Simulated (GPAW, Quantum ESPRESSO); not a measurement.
# Near-edge structure at the F K edge of CdF2 (Fm-3m)

Do two independent programs agree on the F K edge of CdF2 (Fm-3m)? The same cell and functional are run with XSpectra and with GPAW.

Main program and level: Quantum ESPRESSO 7.5; core-hole supercells, plane-wave PAW PBE (first program; GPAW 26.7.0 follows as the second).

**1. The starting structure**

Symmetry: Fm-3m, No. 225, cubic system. Conventional cell: a = 5.388 Å, b = 5.388 Å, c = 5.388 Å, α = 90.00°, β = 90.00°, γ = 90.00°. Nearest to Cd lie 8 F at 2.33 Å. F has 4 Cd at 2.33 Å nearest. Farther neighbours and most contacts between anions are not listed.

Coordinates:

```cif
data_structure
_symmetry_space_group_name_H-M 'Fm-3m'
_symmetry_Int_Tables_number 225
_cell_length_a 5.3880
_cell_length_b 5.3880
_cell_length_c 5.3880
_cell_angle_alpha 90.000
_cell_angle_beta 90.000
_cell_angle_gamma 90.000
_cell_volume 156.42
loop_
_atom_site_label
_atom_site_type_symbol
_atom_site_symmetry_multiplicity
_atom_site_Wyckoff_symbol
_atom_site_fract_x
_atom_site_fract_y
_atom_site_fract_z
_atom_site_occupancy
Cd1 Cd 4 a 0.00000 0.00000 0.00000 1
F1 F 8 c 0.25000 0.25000 0.75000 1
```

**2. Ground state of the crystal (Quantum ESPRESSO)**

The ground state comes first: it tells whether the system has a gap, which decides how the excited electron is treated.

scf.in reads:

```
&control
   calculation='scf', prefix='x', pseudo_dir='../pp', outdir='tmp', tprnfor=.true.
/
&system
   ibrav=0, nat=3, ntyp=3, nbnd=17
   ecutwfc=57, ecutrho=560
   occupations='smearing', smearing='mv', degauss=0.015
/
&electrons
   conv_thr=3.0e-08, electron_maxstep=120
   mixing_beta=0.5
/
ATOMIC_SPECIES
Cd 1.0 Cd.pbe-n-kjpaw.UPF
F3 1.0 F.pbe-n-kjpaw.UPF
F 1.0 F.pbe-n-kjpaw.UPF
CELL_PARAMETERS angstrom
  0.00000000 2.69400000 2.69400000
  2.69400000 0.00000000 2.69400000
  2.69400000 2.69400000 0.00000000
ATOMIC_POSITIONS crystal
Cd   0.00000000 0.00000000 0.00000000
F3   0.75000000 0.75000000 0.75000000
F    0.25000000 0.25000000 0.25000000
K_POINTS automatic
9 9 9 0 0 0
```

Cd.pbe-n-kjpaw.ld1.in reads:

```
&input
   title='Cd', zed=48., rel=1, iswitch=3, dft='PBE',
   config='[Kr] 5s2 5p0.5 4d9.5'
/
&inputp
   file_pseudopw='Cd.pbe-n-kjpaw.UPF', author='',
   lpaw=.true.,
   pseudotype=3,
   lloc=-1,
   rcloc=2.4,
   which_augfun='PSQ',
   rmatch_augfun_nc=.true.,
   nlcc=.true.,
   new_core_ps=.true.,
   rcore=1.8,
   tm=.true.,
   lgipaw_reconstruction=.true., use_paw_as_gipaw=.true.
/
6
5S  1  0  2.00  0.00  1.60  2.30  0.0
5S  1  0  0.00  6.00  1.60  2.30  0.0
5P  2  1  0.50  0.00  1.60  2.30  0.0
5P  2  1  0.00  8.00  1.60  2.30  0.0
4D  3  2  9.50  0.00  0.75  1.80  0.0
4D  3  2  0.00  4.30  0.75  1.80  0.0
```

F.pbe-n-kjpaw.ld1.in reads:

```
&input
   title='F', zed=9., rel=1, iswitch=3, dft='PBE',
   config='[He] 2s2 2p5'
/
&inputp
   file_pseudopw='F.pbe-n-kjpaw.UPF', author='',
   lpaw=.true.,
   pseudotype=3,
   lloc=-1,
   rcloc=0.9,
   which_augfun='PSQ',
   rmatch_augfun_nc=.true.,
   nlcc=.true.,
   new_core_ps=.true.,
   rcore=0.7,
   tm=.true.,
   lgipaw_reconstruction=.true., use_paw_as_gipaw=.true.
/
4
2S  1  0  2.00  0.00  1.00  1.30  0.0
2S  1  0  0.00  0.40  1.00  1.30  0.0
2P  2  1  5.00  0.00  0.90  1.40  0.0
2P  2  1  0.00  0.15  0.90  1.40  0.0
```

On the command line:

```sh
$ OMP_NUM_THREADS=1 mpirun --oversubscribe --bind-to none -np 4 pw.x -nk 4 -in scf.in > scf.out
```

The log of the run:

```text
     [... banner and references ...]
using ibrav=0 with symmetry is DISCOURAGED, use correct ibrav instead

     G-vector sticks info
     --------------------

     Using Slab Decomposition

     bravais-lattice index     =            0
     lattice parameter (alat)  =       7.1997  a.u.
     unit-cell volume          =     263.8878 (a.u.)^3
     number of atoms/cell      =            3
     number of atomic types    =            3
     number of electrons       =        26.00
     number of Kohn-Sham states=           17
     kinetic-energy cutoff     =      57.0000  Ry
     charge density cutoff     =     560.0000  Ry
     scf convergence threshold =      3.0E-08
     mixing beta               =       0.5000
     number of iterations used =            8  plain     mixing
     Exchange-correlation= SLA  PW   PBX  PBC
                           (   1   4   3   4   0   0   0)

     celldm(1)=   7.199651  celldm(2)=   0.000000  celldm(3)=   0.000000
     celldm(4)=   0.000000  celldm(5)=   0.000000  celldm(6)=   0.000000

     crystal axes: (cart. coord. in units of alat)
               a(1) = (   0.000000   0.707107   0.707107 )
               a(2) = (   0.707107   0.000000   0.707107 )
               a(3) = (   0.707107   0.707107   0.000000 )

     reciprocal axes: (cart. coord. in units 2 pi/alat)
               b(1) = ( -0.707107  0.707107  0.707107 )
               b(2) = (  0.707107 -0.707107  0.707107 )
               b(3) = (  0.707107  0.707107 -0.707107 )

     PseudoPot. #1 for Cd:     Pseudo is Projector augmented-wave + core cor, Zval = 12.0

     ../pp/F.pbe-n-kjpaw.UPF
     Pseudo is Projector augmented-wave + core cor, Zval =  7.0
     Shape of augmentation charge: PSQ
     Using radial grid of 1105 points,  4 beta functions with:
                l(1) =   0
                l(2) =   0
                l(3) =   1
                l(4) =   1
     Q(r) pseudized with 0 coefficients

     ../pp/F.pbe-n-kjpaw.UPF
     Pseudo is Projector augmented-wave + core cor, Zval =  7.0
     Shape of augmentation charge: PSQ
     Using radial grid of 1105 points,  4 beta functions with:
                l(1) =   0
                l(2) =   0
                l(3) =   1
                l(4) =   1
     Q(r) pseudized with 0 coefficients

     atomic species   valence    mass     pseudopotential
     Cd               12.00     1.00000     Cd( 1.00)
     F3                7.00     1.00000     F ( 1.00)
     F                 7.00     1.00000     F ( 1.00)

     24 Sym. Ops. (no inversion) found

   Cartesian axes

     site n.     atom                  positions (alat units)
         1        Cd     tau(   1) = (   0.0000000   0.0000000   0.0000000  )
         2        F3     tau(   2) = (   1.0606602   1.0606602   1.0606602  )
         3        F      tau(   3) = (   0.3535534   0.3535534   0.3535534  )

     number of k points=    35  Marzari-Vanderbilt smearing, width (Ry)=  0.0150
                       cart. coord. in units 2pi/alat
        k(    1) = (   0.0000000   0.0000000   0.0000000), wk =   0.0027435
        k(    2) = (   0.0785674   0.0785674  -0.0785674), wk =   0.0219479
        k(    3) = (   0.1571348   0.1571348  -0.1571348), wk =   0.0219479
        k(    4) = (   0.2357023   0.2357023  -0.2357023), wk =   0.0219479
        k(    5) = (   0.3142697   0.3142697  -0.3142697), wk =   0.0219479
[...]
k(   33) = (  -0.0785674  -0.5499719   0.7071068), wk =   0.0658436
        k(   34) = (  -0.0000000  -0.4714045   0.6285394), wk =   0.0658436
        k(   35) = (  -0.0785674  -0.3928371   0.7071068), wk =   0.0658436

     Dense  grid:    58887 G-vectors     FFT dimensions: (  60,  60,  60)

     Smooth grid:    15353 G-vectors     FFT dimensions: (  36,  36,  36)

     Initial potential from superposition of free atoms

     starting charge      25.9951, renormalised to      26.0000
[...]
total energy              =    -500.70863908 Ry
     estimated scf accuracy    <       0.00053679 Ry

     iteration #  5     ecut=    57.00 Ry     beta= 0.50
     Davidson diagonalization with overlap
     ethr =  2.06E-06,  avg # of iterations =  2.8

     total energy              =    -500.70871556 Ry
     estimated scf accuracy    <       0.00001181 Ry

     iteration #  6     ecut=    57.00 Ry     beta= 0.50
     Davidson diagonalization with overlap
     ethr =  4.54E-08,  avg # of iterations =  4.4

     total energy              =    -500.70872482 Ry
     estimated scf accuracy    <       0.00000162 Ry

     iteration #  7     ecut=    57.00 Ry     beta= 0.50
     Davidson diagonalization with overlap
     ethr =  6.25E-09,  avg # of iterations =  3.3

     total energy              =    -500.70872474 Ry
     estimated scf accuracy    <       0.00000266 Ry

     iteration #  8     ecut=    57.00 Ry     beta= 0.50
     Davidson diagonalization with overlap
     ethr =  6.25E-09,  avg # of iterations =  2.0

     total energy              =    -500.70872543 Ry
     estimated scf accuracy    <       0.00000016 Ry

     iteration #  9     ecut=    57.00 Ry     beta= 0.50
     Davidson diagonalization with overlap
     ethr =  6.29E-10,  avg # of iterations =  2.6

     End of self-consistent calculation

          k = 0.0000 0.0000 0.0000 (  1917 PWs)   bands (ev):

   -16.0389 -14.9327  -0.8241  -0.8241  -0.8241   0.3943   0.3943   3.7957
     3.7957   3.7957   4.2826   4.2826   4.2826   7.8406  17.4825  17.4825
    17.4825

          k = 0.0786 0.0786-0.0786 (  1913 PWs)   bands (ev):

   -15.9997 -14.9679  -0.7768  -0.7768  -0.6922   0.3793   0.3793   3.4013
     3.7128   3.7128   4.2072   4.2908   4.2908   8.3076  16.8930  17.6645
    17.6645

          k = 0.1571 0.1571-0.1571 (  1928 PWs)   bands (ev):

   -15.8909 -15.0653  -0.6605  -0.6605  -0.3287   0.3600   0.3600   2.7401
[...]
18.1512

          k = 0.2357 0.2357-0.2357 (  1922 PWs)   bands (ev):

[...]
18.7617

          k = 0.3143 0.3143-0.3143 (  1925 PWs)   bands (ev):

[...]
19.2053

          k = 0.1571 0.0000-0.0000 (  1921 PWs)   bands (ev):

[...]
k =-0.2357-0.3928 0.3928 (  1912 PWs)   bands (ev):

[...]
k =-0.1571-0.3143 0.3143 (  1917 PWs)   bands (ev):

[...]
k =-0.0786-0.2357 0.2357 (  1928 PWs)   bands (ev):

[...]
k =-0.0000-0.1571 0.1571 (  1925 PWs)   bands (ev):

[...]
k =-0.1571-0.4714 0.4714 (  1920 PWs)   bands (ev):

[...]
k = 0.3143 0.1571-0.0000 (  1925 PWs)   bands (ev):

[...]
k = 0.3928 0.2357-0.0786 (  1919 PWs)   bands (ev):

[...]
k = 0.4714 0.1571-0.0000 (  1918 PWs)   bands (ev):

[...]
k =-0.0786-0.5500 0.7071 (  1909 PWs)   bands (ev):

[...]
18.2942

          k =-0.0000-0.4714 0.6285 (  1913 PWs)   bands (ev):

[...]
2.1695   2.5796   3.8476   4.2599   4.7133  12.7982  15.5219  16.1387
    17.9477

          k =-0.0786-0.3928 0.7071 (  1905 PWs)   bands (ev):

   -15.4775 -15.4090  -0.2711   0.0741   0.1043   0.3197   0.3793   1.3119
     2.2273   2.9958   3.4690   4.1958   4.7444  12.7452  15.6025  16.8777
    16.9745

     the Fermi energy is     6.5815 ev

!    total energy              =    -500.70872548 Ry
     total all-electron energy =    -11589.083605 Ry
     estimated scf accuracy    <       0.00000001 Ry
     smearing contrib. (-TS)   =      -0.00000000 Ry
     internal energy E=F+TS    =    -500.70872548 Ry

     The total energy is F=E-TS. E is the sum of the following terms:
     one-electron contribution =     -56.74704650 Ry
     hartree contribution      =      52.19583393 Ry
     xc contribution           =     -42.22339633 Ry
     ewald contribution        =    -145.92453765 Ry
     one-center paw contrib.   =    -308.00957892 Ry

     convergence has been achieved in   9 iterations

     Forces acting on atoms (cartesian axes, Ry/au):

     atom    1 type  1   force =     0.00000000    0.00000000    0.00000000
     atom    2 type  2   force =    -0.00000000    0.00000000   -0.00000000
     atom    3 type  3   force =    -0.00000000    0.00000000    0.00000000

     Total force =     0.000000     Total SCF correction =     0.000000

     XML data file, charge density, pseudopotentials, collected wavefunctions

=------------------------------------------------------------------------------=
   JOB DONE.
=------------------------------------------------------------------------------=
```

Elapsed: 7.9 s, on 4 MPI ranks of Arm Neoverse V2, shared host; peak memory 0.13 GiB.

Absorbing atoms carry a label of their own (element plus a letter or digit), as the spectrum program needs them as separate species.

The mesh shows a gap of 3.10 eV, so the hole is first treated in a charged cell, without the excited electron.

**3. Spectrum without a core hole, F atom 2 (Quantum ESPRESSO)**

This cheap baseline ignores the attraction of the hole: it shows the absorber's empty states as they are in the ground state.

The absorber has 4 Cd at 2.33 Å (tetrahedral, site symmetry -43m).

xspectra.in reads:

```
&input_xspectra
   calculation='xanes_dipole', edge='K'
   prefix='x', outdir='tmp', xiabs=2, xe0=6.2925
   xonly_plot=.false., x_save_file='xanes.sav'
   xniter=3000, xcheck_conv=20, xerror=0.005
   xcoordcrys=.false., xepsilon(1)=1, xepsilon(2)=0, xepsilon(3)=0
/
&plot
   xnepoint=413, xemin=-10, xemax=45, terminator=.true., cut_occ_states=.true.
   xgamma=0.4
/
&pseudos
   filecore='../F.wfc'
/
&cut_occ
   cut_desmooth=0.1, cut_stepl=0.05, cut_stepu=0.05, cut_ierror=1e-5
/
7 7 7 0 0 0
```

On the command line:

```sh
$ OMP_NUM_THREADS=1 mpirun --oversubscribe --bind-to none -np 4 xspectra.x -nk 4 -in xspectra.in > xspectra.out
```

The log of the run:

```text
     [... banner and references ...]
Reading input_file

     calculation: xanes_dipole

     xepsilon  [cartesian coordinates]:   1.000000   0.000000   0.000000

     xonly_plot: FALSE
        => complete calculation: Lanczos + spectrum plot

     filecore (core-wavefunction file): ../F.wfc

     main plot parameters:
        cut_occ_states: TRUE
        gamma_mode:  constant
        -> using xgamma [eV]:  0.40
        xemin [eV]: -10.00
        xemax [eV]:  45.00
        xnepoint:  413
        xe0 [eV]:   6.292500 (energy zero read in input file)

[...]
Results of STEP 1 successfully written in x_save_file
     x_save_file name:
     ->  xanes.sav
     x_save_file version:  2

     ... End STEP 1 ...

     ... Begin STEP 2 ...

     The spectrum is calculated using the following parameters:
        xe0 [eV]:    6.2925
        the occupied states are elimintate from the spectrum
        xemin [eV]: -10.00
        xemax [eV]:  45.00
        xnepoint:  413
        constant broadening parameter [eV]:    0.400
        Core level energy [eV]:  -696.7
         (from electron binding energy of neutral atoms in X-ray data booklet)

     Cross-section successfully written in xanes.dat

     ... End STEP 2 ...

                                END JOB XSpectra
```

Wall time 21 s (4 MPI ranks); peak memory 0.11 GiB; 85 s of CPU time.

The F K spectrum, F atom 2, no core hole (energy from the lowest empty level; intensity scaled to a mean of 1 over the first 20 eV; the points at xe0, where the cut of filled states can leave a spike, are interpolated):

```
E (eV)  intensity
 -2.00       0.03
 -1.25       0.04
 -0.50       0.06
  0.25       0.10
  1.00       0.19
  1.75       0.38
  2.50       0.54
  3.25       1.06
  4.00       1.53
  4.75       1.71
  5.50       0.63
  6.25       0.79
  7.00       1.57
  7.75       1.01
  8.50       0.86
  9.25       1.16
 10.00       1.94
 10.75       2.23
 11.50       1.78
 12.25       0.78
 13.00       0.64
 13.75       0.43
 14.50       0.38
 15.25       0.70
 16.00       0.74
 16.75       0.58
 17.50       0.75
 18.25       1.15
 19.00       1.58
 19.75       1.87
 20.50       1.68
 21.25       1.10
 22.00       0.91
 22.75       0.56
 23.50       0.46
 24.25       0.41
 25.00       0.39
 25.75       0.34
 26.50       0.37
 27.25       0.54
 28.00       0.68
 28.75       0.61
 29.50       0.67
 30.25       0.52
 31.00       0.45
 31.75       0.53
```

Main maxima below 24 eV (height): 4.5 eV (1.88), 7.1 eV (1.60), 11.1 eV (2.25), 15.7 eV (0.77) and 20.0 eV (1.92). A K edge sees empty p states on the absorber.

**4. Another broadening**

The final state's lifetime shortens with energy, so measured features broaden above the edge; the saved Lanczos coefficients are redrawn with a width that grows.

xspectra_plot.in reads:

```
&input_xspectra
   calculation='xanes_dipole', edge='K'
   prefix='x', outdir='tmp', xiabs=2, xe0=6.2925
   xonly_plot=.true., x_save_file='xanes.sav'
   xniter=3000, xcheck_conv=20, xerror=0.005
   xcoordcrys=.false., xepsilon(1)=1, xepsilon(2)=0, xepsilon(3)=0
/
&plot
   xnepoint=413, xemin=-10, xemax=45, terminator=.true., cut_occ_states=.true.
   gamma_mode='variable', gamma_energy(1)=4, gamma_energy(2)=25, gamma_value(1)=0.3, gamma_value(2)=2.5
/
&pseudos
   filecore='../F.wfc'
/
&cut_occ
   cut_desmooth=0.1, cut_stepl=0.05, cut_stepu=0.05, cut_ierror=1e-5
/
7 7 7 0 0 0
```

On the command line:

```sh
$ OMP_NUM_THREADS=1 xspectra.x -in xspectra_plot.in > xspectra_plot.out
```

The log of the run:

```text
     [... banner and references ...]
Reading input_file
     -------------------------------------------------------------------------

     calculation: xanes_dipole

     xonly_plot: TRUE
        => only the spectrum plot

     main plot parameters:
        cut_occ_states: TRUE
        gamma_mode:  variable
        -> first, constant up to point ( 4.00, 0.30) [eV]
        -> then, linear up to point (25.00, 2.50) [eV]
        -> finally, constant up to xemax
        xemin [eV]: -10.00
        xemax [eV]:  45.00
        xnepoint:  413
[...]
xemin [eV]: -10.00
        xemax [eV]:  45.00
        xnepoint:  413
        energy-dependent broadening parameter:
         -> first, constant up to point ( 4.00, 0.30) [eV]
         -> then, linear up to point (25.00, 2.50) [eV]
         -> finally, constant up to xemax
        Core level energy [eV]:  -696.7
         (from electron binding energy of neutral atoms in X-ray data booklet)

     Cross-section successfully written in xanes.dat

     -------------------------------------------------------------------------
                                END JOB XSpectra
     -------------------------------------------------------------------------
[key lines of the parts left out:]
Fermi level [eV]:   4.7444
```

Run time: 3.1 s. Hardware: 1 MPI rank; peak memory 0.05 GiB.

With a Lorentzian half width 0.3 eV up to 4 eV, rising linearly to 2.5 eV at 25 eV (counted from xe0, 1.5 eV below the zero used here), the maxima are 2.2 eV (0.57), 4.3 eV (1.80), 7.1 eV (1.28), 10.5 eV (1.67) and 19.6 eV (1.19).

**5. Reference energy of the supercell (Quantum ESPRESSO)**

The photon energy needs a difference of total energies, so the cell and mesh of the coming hole run are first run without a hole.

scf.in reads:

```
&control
   calculation='scf', prefix='x', pseudo_dir='../pp', outdir='tmp', tprnfor=.true.
/
&system
   ibrav=0, nat=18, ntyp=2, nbnd=82
   ecutwfc=57, ecutrho=560
   occupations='fixed'
/
&electrons
   conv_thr=1.8e-07, electron_maxstep=120
   mixing_beta=0.5
/
ATOMIC_SPECIES
Cd 1.0 Cd.pbe-n-kjpaw.UPF
F 1.0 F.pbe-n-kjpaw.UPF
CELL_PARAMETERS angstrom
  -2.69400000 -2.69400000 -5.38800000
  -2.69400000 -2.69400000 5.38800000
  -2.69400000 5.38800000 2.69400000
ATOMIC_POSITIONS crystal
Cd   0.00000000 0.00000000 0.00000000
Cd   0.66666667 0.00000000 0.33333333
Cd   0.50000000 0.50000000 0.00000000
Cd   0.33333333 0.00000000 0.66666667
Cd   0.16666667 0.50000000 0.33333333
Cd   0.83333333 0.50000000 0.66666667
F    0.87500000 0.62500000 0.00000000
F    0.54166667 0.62500000 0.33333333
F    0.37500000 0.12500000 0.00000000
F    0.20833333 0.62500000 0.66666667
F    0.04166667 0.12500000 0.33333333
F    0.70833333 0.12500000 0.66666667
F    0.62500000 0.87500000 0.00000000
F    0.29166667 0.87500000 0.33333333
F    0.12500000 0.37500000 0.00000000
F    0.95833333 0.87500000 0.66666667
F    0.79166667 0.37500000 0.33333333
F    0.45833333 0.37500000 0.66666667
K_POINTS automatic
4 3 4 0 0 0
```

On the command line:

```sh
$ OMP_NUM_THREADS=1 mpirun --oversubscribe --bind-to none -np 4 pw.x -nk 4 -in scf.in > scf.out
```

The log of the run:

```text
     [... banner and references ...]
[banner, memory and clock lines left out]
Found identity + ( -0.3333  0.0000  0.3333) symmetry
     This is a supercell, fractional translations are disabled
     using ibrav=0 with symmetry is DISCOURAGED, use correct ibrav instead

     G-vector sticks info

     bravais-lattice index     =            0
     lattice parameter (alat)  =      12.4702  a.u.
     unit-cell volume          =    1583.3270 (a.u.)^3
     number of atoms/cell      =           18
[...]
atom    2 type  1   force =    -0.00000016    0.00000016    0.00000000
     atom    3 type  1   force =    -0.00000000    0.00000000    0.00000000
[...]
atom   17 type  2   force =    -0.00000162    0.00000017   -0.00000168
     atom   18 type  2   force =     0.00000017   -0.00000162   -0.00000168

     Total force =     0.000007     Total SCF correction =     0.000006
     SCF correction compared to forces is large: reduce conv_thr to get better values

     XML data file, charge density, pseudopotentials, collected wavefunctions
[key lines of the parts left out:]
!    total energy              =   -3004.25234314 Ry
convergence has been achieved in  12 iterations
```

Run time: 2.6 min. Hardware: 4 MPI ranks; peak memory 0.58 GiB; 11 min of CPU time.

Reference energy: -946065.091 eV with the cores included.

[end of part 1 of 4]

[Banner, clock and machine lines of the logs are left out without a mark of their own.]

[Logs are printed without paths, hosts, clocks, repeated set-up lines and the standing remarks that a program may print on its own settings, such as how far it seeks lower states.]

[Hosts, paths, dates, database ids (printed as entryN), source tags and the programs' standing remarks are cut or masked in the printed files.]

[Lists of maxima count a maximum above −3 eV only where it reaches 4 % of the highest in the window and stands out from its surroundings by 2 % of it (1.5 % where it reaches 55 %); shoulders and weaker maxima are passed over, and of the rest the first, up to two pre-edge ones and the few strongest are named.]
